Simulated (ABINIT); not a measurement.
## SiO2 (P3_221): G0W0 on several meshes in ABINIT

Wanted: mesh dependence and cost of G0W0 for SiO2 (P3_221).

Calculated with ABINIT 10.8.3; PBE and many-body steps on it, plane waves.

Report form: the programs' logs are mostly left out.

## (1) Starting point

It takes space group P3_221 (No. 154, trigonal). Conventional cell: a = 4.916 Å, b = 4.916 Å, c = 5.408 Å, α = 90.00°, β = 90.00°, γ = 120.00°. Si has 4 O at 1.61 Å nearest. O has 2 Si at 1.61 Å nearest. Farther neighbours and most contacts between anions are not listed.

The cell and positions come from the Crystallography Open Database and are kept as given unless a step says otherwise.

## (2) Empty states on the mesh, 3×3×2 mesh, 584 bands

This step: ABINIT 10.8.3; DFT, PBE, plane waves, norm-conserving pseudopotentials.

The sums over transitions need many empty states on a uniform mesh; this step solves for them.

run.abi reads:

```
acell 3*1.0 Angstrom
rprim 
  4.916359999971 0.000000000007 0.000000000000
  -2.458179999991 4.257692654122 0.000000000000
  0.000000000000 0.000000000000 5.408400000000
ntypat 2
znucl 14 8
natom 9
typat 1 1 1 2 2 2 2 2 2
xred 
  0.469730000000 0.000000000000 0.666666666667
  0.000000000000 0.469730000000 0.333333333333
  0.530270000000 0.530270000000 -0.000000000000
  0.413540000000 0.267580000000 0.785580000000
  0.732420000000 0.145960000000 0.452246666667
  0.854040000000 0.586460000000 0.118913333333
  0.267580000000 0.413540000000 0.214420000000
  0.145960000000 0.732420000000 0.547753333333
  0.586460000000 0.854040000000 0.881086666667
pp_dirpath "pseudos"
pseudos "Si.upf, O.upf"
ecut 36
ngkpt 3 3 2
nshiftk 1
shiftk 0 0 0
kptopt 1
chksymbreak 0
iscf -2
irdden 1
istwfk *1
nband 584
nbdbuf 52
tolwfr 1e-09
nstep 60
prtvol 0
indata_prefix "in"
outdata_prefix "out"
tmpdata_prefix "tmp"
```

On the command line:

```console
$ OMP_NUM_THREADS=1 mpirun -n 4 abinit run.abi > log
```

Elapsed: 16 min, on 4 MPI ranks of Arm Neoverse V1, shared host; peak memory 0.8 GiB.

Numbers from this step:

* gap: 6.031 eV
* k of the valence top: 0.3333, 0.3333, 0
* k of the conduction bottom: 0, 0, 0
* least direct gap: 6.346 eV
* k points computed: 6
* lowest point of the top converged band, above the valence top: 150.6474 eV

On this mesh the gap is 6.031 eV.

The density comes from a self-consistent run that is not shown.

## (3) Screening, 3×3×2 mesh, 124 bands, screening to 93.3 eV

The RPA dielectric matrix is built and inverted for each q.

This step: RPA screening on PBE, plane waves, norm-conserving pseudopotentials.

Changes to run.abi since step 2:

```diff
@@ -27,10 +27,11 @@
 chksymbreak 0
-iscf -2
-irdden 1
 istwfk *1
-nband 584
-nbdbuf 52
-tolwfr 1e-09
-nstep 60
-prtvol 0
+occopt 1
+irdwfk 1
+optdriver 3
+nband 124
+ecuteps 3.43
+inclvkb 2
+awtr 1
+symchi 1
 indata_prefix "in"
```

Run time: 58 s. Hardware: 4 MPI ranks; peak memory 1.3 GiB; 3.9 min of CPU time.

This step gave:

| Property | Result |
| --- | --- |
| ε∞ with local fields, on this mesh, along the program's q direction | 2.347 |
| the same without local fields | 2.526 |
| plasma frequency | 24.18 eV |
| plane waves in the screening matrix | 225 |

Local fields lower ε∞ by 7 %. On a Γ-centred mesh this coarse the value itself is usually too large, while a short band sum pulls it down.

## (4) 3×3×2

The self-energy is evaluated for the states that the input lists, and the levels follow from it, in one-shot runs by the linearised quasiparticle equation.

This step: G0W0 on PBE, plane waves, norm-conserving pseudopotentials.

Changes to run.abi since step 3:

```diff
@@ -30,8 +30,19 @@
 irdwfk 1
-optdriver 3
+optdriver 4
 nband 124
+gwcalctyp 0
+ecutsigx 36
+symsigma 1
+nkptgw 3
+kptgw 
+  0.3333333333 0.3333333333 0.0000000000
+  0.0000000000 0.0000000000 0.0000000000
+  0.0000000000 0.0000000000 0.5000000000
+bdgw 
+  22 26
+  23 27
+  22 26
 ecuteps 3.43
-inclvkb 2
-awtr 1
-symchi 1
+irdscr 1
+ppmodel 1
 indata_prefix "in"
```

Run time: 12 s. Hardware: 4 MPI ranks; peak memory 0.93 GiB; 49 s of CPU time.

This step gave:

| Quantity | Value |
| --- | --- |
| G0W0 gap on the points computed | 8.503 eV |
| starting gap on the mesh | 6.031 eV |
| k of the valence top | 0.3333, 0.3333, 0 |
| k of the conduction bottom | 0, 0, 0 |
| Z at the valence top | 0.822 |
| Z at the conduction bottom | 0.874 |
| least direct G0W0 gap on the computed points | 8.905 eV |

The gap on the mesh goes from 6.03 eV to 8.50 eV, a correction of +2.47 eV.

## (5) Empty states on the mesh, 3×3×4 mesh, 136 bands

This step: DFT, PBE, plane waves, norm-conserving pseudopotentials.

Changes to run.abi since step 4:

```diff
@@ -22,3 +22,3 @@
 ecut 36
-ngkpt 3 3 2
+ngkpt 3 3 4
 nshiftk 1
@@ -27,22 +27,10 @@
 chksymbreak 0
+iscf -2
+irdden 1
 istwfk *1
-occopt 1
-irdwfk 1
-optdriver 4
-nband 124
-gwcalctyp 0
-ecutsigx 36
-symsigma 1
-nkptgw 3
-kptgw 
-  0.3333333333 0.3333333333 0.0000000000
-  0.0000000000 0.0000000000 0.0000000000
-  0.0000000000 0.0000000000 0.5000000000
-bdgw 
-  22 26
-  23 27
-  22 26
-ecuteps 3.43
-irdscr 1
-ppmodel 1
+nband 136
+nbdbuf 12
+tolwfr 1e-09
+nstep 60
+prtvol 0
 indata_prefix "in"
```

Run time: 2 min. Hardware: 4 MPI ranks; peak memory 0.51 GiB; 8.1 min of CPU time.

This step gave:

| Property | Result |
| --- | --- |
| gap | 6.031 eV |
| k of the valence top | 0.3333, 0.3333, 0 |
| k of the conduction bottom | 0, 0, 0 |
| least direct gap | 6.346 eV |
| k points computed | 10 |
| lowest point of the top converged band, above the valence top | 49.22 eV |

On this mesh the gap is 6.031 eV.

## (6) Screening, 3×3×4 mesh, 124 bands, screening to 93.3 eV

This step: RPA screening on PBE, plane waves, norm-conserving pseudopotentials.

Changes to run.abi since step 5:

```diff
@@ -27,10 +27,11 @@
 chksymbreak 0
-iscf -2
-irdden 1
 istwfk *1
-nband 136
-nbdbuf 12
-tolwfr 1e-09
-nstep 60
-prtvol 0
+occopt 1
+irdwfk 1
+optdriver 3
+nband 124
+ecuteps 3.43
+inclvkb 2
+awtr 1
+symchi 1
 indata_prefix "in"
```

Wall time 2.3 min (4 MPI ranks); peak memory 1.8 GiB.

This step gave:

```
ε∞ with local fields, on this mesh, along the program's q direction : 2.348
the same without local fields                                       : 2.527
plasma frequency                                                    : 24.18 eV
plane waves in the screening matrix                                 : 225
```

## (7) 3×3×4

This step: G0W0 on PBE, plane waves, norm-conserving pseudopotentials.

Changes to run.abi since step 6:

```diff
@@ -30,8 +30,19 @@
 irdwfk 1
-optdriver 3
+optdriver 4
 nband 124
+gwcalctyp 0
+ecutsigx 36
+symsigma 1
+nkptgw 3
+kptgw 
+  0.3333333333 0.3333333333 0.0000000000
+  0.0000000000 0.0000000000 0.0000000000
+  0.0000000000 0.0000000000 0.5000000000
+bdgw 
+  22 26
+  23 27
+  22 26
 ecuteps 3.43
-inclvkb 2
-awtr 1
-symchi 1
+irdscr 1
+ppmodel 1
 indata_prefix "in"
```

Wall time 19 s (4 MPI ranks); peak memory 1.2 GiB.

This step gave:

```
G0W0 gap on the points computed              : 8.491 eV
starting gap on the mesh                     : 6.031 eV
k of the valence top                         : 0.3333, 0.3333, 0
k of the conduction bottom                   : 0, 0, 0
Z at the valence top                         : 0.823
Z at the conduction bottom                   : 0.874
least direct G0W0 gap on the computed points : 8.893 eV
```

Against G0W0 in ABINIT (3×3×2 mesh, 124 bands, screening to 93.3 eV, Godby-Needs plasmon pole), the gap moves by −0.012 eV.

## (8) Side by side

Times are wall times on 4 MPI ranks of Arm Neoverse V1, shared host, good to a factor of about two. A run's time includes the screening step that it read.

```
  run   mesh  bands  screening cutoff (eV)  DFT gap (eV)  gap on the mesh (eV)  direct (eV)  ε∞ used     time
3×3×2  3×3×2    124                   93.3         6.031                 8.503        8.905     2.35     70 s
3×3×4  3×3×4    124                   93.3         6.031                 8.491        8.893     2.35  2.6 min
```

## (9) What came out

- 3×3×2: 8.503 eV
- 3×3×4: 8.491 eV
- known limits: not at the basis limit; coarse k mesh

3×3×4: −0.012 eV against 3×3×2. Bands and cutoff are finite, so the gap is not at the basis limit. The miss can reach some tenths of an eV and take either sign; the mesh is an error of its own. In the G0W0 runs levels were corrected at 3 k points alone, so a gap called «on the mesh» is the least over those, and an edge elsewhere would be missed. The 3×3×2 mesh is coarse for this cell, which bears on the long-range parts of exchange and screening.

[Paths, hosts, dates, memory and timing lines, banners, echoed tables and standing remarks are left out of the program output.]

[Logs are printed without paths, hosts, clocks, repeated set-up lines and the standing remarks that a program may print on its own settings, such as how far it seeks lower states.]

[Runs of the session that timed out or met a known fault of the program may be left out.]

[Hosts, paths, dates, database ids (printed as entryN), source tags and the programs' standing remarks are cut or masked in the printed files.]

[G0W0 gaps are taken among the corrected bands and points alone; a level outside them can change the order at an edge.]

[Where Ansatz stands beside ABINIT at settings called matched, ABINIT's density can come from a denser mesh and the files from another edition; pairs whose starting gaps differed by over 0.03 eV were left out, so agreement reads better than it is.]
